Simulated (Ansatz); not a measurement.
# Lattice dynamics of GeF2 monolayer (1T), part 2 of 2

Task: relax GeF2 monolayer (1T), then find its harmonic phonons.

Ansatz 0.2.0; DFT PBEsol, scalar-relativistic, plane waves, PAW.

So far. Step 4 (Tight relaxation): The largest force component left is 0.026 meV/Å, within the tolerances set. Step 5 (Linear response at the zone centre): Before it was imposed, the acoustic sum rule was missed by 1.1e-4 eV/Å² and the charge sum rule by 4.4e-5 e. Small misses are needed for a sound result but don't prove that mesh and cutoff are converged. The lowest optical mode is imaginary, 163.6i cm⁻¹, so the energy falls along it.

### Step 6. The dispersion (continued)

Frequencies (cm⁻¹) solved at each irreducible wavevector; negative means imaginary. Frequencies by wavevector, by row:

```csv
q in reciprocal lattice units,star,mode 1,mode 2,mode 3,mode 4,mode 5,mode 6,mode 7,mode 8,mode 9
0 0 0,1,-163.6,-163.6,0,0,0,222.1,222.1,261.1,291.5
0 0.1667 0,6,-172.1,-16.5,45.8,78.8,177,208.3,248.6,264.7,341.1
0 0.3333 0,6,-193.4,-133.9,65.3,84.8,136.2,181,225.9,261.7,349.9
0 -0.5 0,3,-207.4,-205.7,58.1,103.7,153.3,165.8,204.6,279.8,339.4
0.1667 0.1667 0,6,-189.8,-52.2,76,119,123.4,166,240.2,252.3,350.4
0.1667 0.3333 0,12,-204.3,-151.3,60.3,119.9,134.5,148.6,214.1,261.1,341.1
0.3333 0.3333 0,2,-193.7,-94.5,-94.5,66.6,151.6,151.6,229.9,229.9,337.9
```

Interpolated from a 6×6×1 q mesh, with the LO-TO term (at Γ the limit along the path; where Γ stands inside the path, tables give the limit on arrival). The phonon branches at the labelled points (cm⁻¹):

```
  point  branch 1  branch 2  branch 3  branch 4  branch 5  branch 6  branch 7  branch 8  branch 9
      Γ      -164      -164         0         0         0       222       222       261       292
halfway      -188       -56        66        98       123       200       243       254       356
      M      -207      -206        58       104       153       166       204       280       339
halfway      -204      -174        58       129       131       153       209       263       339
      K      -194       -94       -94        67       152       152       230       230       338
halfway      -190       -52        76       119       123       166       240       252       350
      Γ      -164      -164         0         0         0       222       222       261       292
```

Tetrahedra on a 24×24×1 mesh, mean over bins of 5 cm-1. Interpolated from a 6×6×1 q mesh. The phonon density of states by wavenumber; read off at these points:

```csv
wavenumber (cm⁻¹),phonon density of states (1/cm⁻¹/cell)
-208,0.0188
-202,0.0709
-192,0.0265
-178,0.0131
-162,0.0190
-148,0.00585
-132,0.00706
-118,0.00589
-102,0.00398
-88,0.00332
-72,0.00339
-52,0.00365
-38,0.00411
-22,0.00487
-8,0.00608
8,0.00115
22,0.00318
38,0.00517
52,0.0101
58,0.0579
68,0.0348
82,0.00947
98,0.0231
112,0.0262
128,0.0258
142,0.0369
152,0.0615
158,0.0157
172,0.0116
188,0.0101
202,0.0136
222,0.0232
238,0.0132
252,0.0524
268,0.0243
282,0.00181
298,8.6e-4
312,0.00118
328,0.00191
342,0.0578
358,9.1e-4
```

The partial phonon density of states has structure finer than the step of the table below, so its rows give means over 25 cm⁻¹, whole bins alone (the curve runs from -217 to 395 cm⁻¹). Peaks (cm⁻¹: height): F -201.6: 0.0398, -170.8: 0.0123, 152.3: 0.0301, 213.9: 0.0336, 252.3: 0.0332, 340.8: 0.0492; Ge -197.7: 0.00913, 60.0: 0.0357, 106.2: 0.0151, 256.2: 0.0166.

Phonopy on the run's constants, 19x19x1 mesh, Gaussian sigma 4.4 cm-1. Interpolated from a 6×6×1 q mesh. Partial phonon density of states against wavenumber; means over each step; values in 1/cm⁻¹/cell:

```csv
wavenumber (cm⁻¹),F,Ge
-200,0.0265,0.00649
-175,0.00925,0.00333
-150,0.00700,0.00192
-125,0.00577,8.2e-4
-100,0.00361,6.1e-4
-75,0.00270,9.8e-4
-50,0.00197,0.00170
-25,0.00175,0.00303
0,0.00128,0.00247
25,0.00163,0.00219
50,0.00459,0.0154
75,0.00704,0.0182
100,0.00943,0.0117
125,0.0144,0.0128
150,0.0244,0.00961
175,0.0137,8.4e-4
200,0.0185,7.9e-4
225,0.0199,0.00317
250,0.0234,0.0108
275,0.00887,0.00815
300,0.00140,5.2e-4
325,0.00709,5.8e-4
350,0.0218,0.00255
375,0.00338,0.00114
```

Symmetry leaves 7 wavevectors to solve. The lowest mode among them, the acoustic zeros apart, lies at q = (0, -0.5, 0) and is imaginary, 207.4i cm⁻¹, so the energy falls along it.

### Step 7. Another isotope

An isotope changes the mass and not the force constants, so no new electronic calculation is needed; the shifts show which modes move this element.

The same force constants with the mass of Ge changed from 72.630 to 75.921 u (phonopy, no LO-TO term). Both lists are sorted by frequency; levels can cross, so a row need not hold one and the same mode. Modes under 3 cm⁻¹ are left out. Isotope shifts, by row:

```csv
q,rank,natural mass (cm⁻¹),changed mass (cm⁻¹)
0 0 0,1,-163.6,-162.4
0 0 0,2,-163.6,-162.4
0 0 0,6,222.1,222.1
0 0 0,7,222.1,222.1
0 0 0,8,261.1,261.1
0 0 0,9,291.5,289.3
0 0.1667 0,1,-172.1,-170.8
0 0.1667 0,2,-16.46,-16.22
0 0.1667 0,3,45.75,45.11
0 0.1667 0,4,78.78,77.71
0 0.1667 0,5,177,176.9
0 0.1667 0,6,208.3,208.2
0 0.1667 0,7,248.6,247.9
0 0.1667 0,8,264.7,262.9
0 0.1667 0,9,341.1,339.1
0 0.3333 0,1,-193.4,-192
0 0.3333 0,2,-133.9,-133.7
0 0.3333 0,3,65.27,64.09
0 0.3333 0,4,84.85,83.66
0 0.3333 0,5,136.2,135
0 0.3333 0,6,181,180.9
0 0.3333 0,7,225.9,225.2
0 0.3333 0,8,261.7,259.4
0 0.3333 0,9,349.9,348.6
0 -0.5 0,1,-207.4,-207.2
0 -0.5 0,2,-205.6,-204.2
0 -0.5 0,3,58.06,56.87
0 -0.5 0,4,103.7,102.2
0 -0.5 0,5,153.3,152.1
0 -0.5 0,6,165.8,165.8
0 -0.5 0,7,204.6,204.6
0 -0.5 0,8,279.8,275.6
0 -0.5 0,9,339.4,339.4
```

A mode of this element alone would shift by -2.19 %. The highest zone-centre frequency without the field goes from 291.5 to 289.3 cm⁻¹ (-0.7 %).

### Step 8. What came out

- space group after relaxation (within 0.01 Å): P-3m1
- area per atom: 3.61 Å²
- gap on the k-mesh: 2.52 eV
- highest optical mode at the zone centre (no LO-TO term): 292 cm⁻¹
- lowest optical zone-centre mode: -164 cm⁻¹
- largest Born charge (third of the trace): 2.90 e
- lowest mode on the q mesh (acoustic modes at Γ apart): -207 cm⁻¹
- highest frequency on the path or at a solved wavevector: 356 cm⁻¹
- imaginary modes on the 6×6×1 q mesh: yes

What this shows: Modes are clearly imaginary (beyond 10i cm⁻¹) at 7 of the 7 irreducible wavevectors, most at q = (0, -0.5, 0) (207.4i cm⁻¹), so this structure is not a minimum of the energy. Without the field, the optical modes at Γ span -164 to 292 cm⁻¹ (negative means imaginary). The highest mode in this list at Γ, 291.5 cm⁻¹, has its largest share on F (66 % of the kinetic energy). Among the real modes, the strongest infrared line is at 292 cm⁻¹. Averaged over orientations, the strongest Raman line at 532 nm and 300 K is at 261 cm⁻¹. In a sheet or slab the interpolated bending branch near Γ is rough, since the rotational sum rule isn't imposed. Dielectric tensors refer to the cell with its vacuum. The starting cell was built on a prototype and not taken from a measurement. These are harmonic frequencies at zero temperature: anharmonic shifts, linewidths and thermal expansion are left out.

[Logs are printed without paths, hosts, clocks, repeated set-up lines and the standing remarks that a program may print on its own settings, such as how far it seeks lower states.]

[Hosts, paths, dates, database ids (printed as entryN), source tags and the programs' standing remarks are cut or masked in the printed files.]
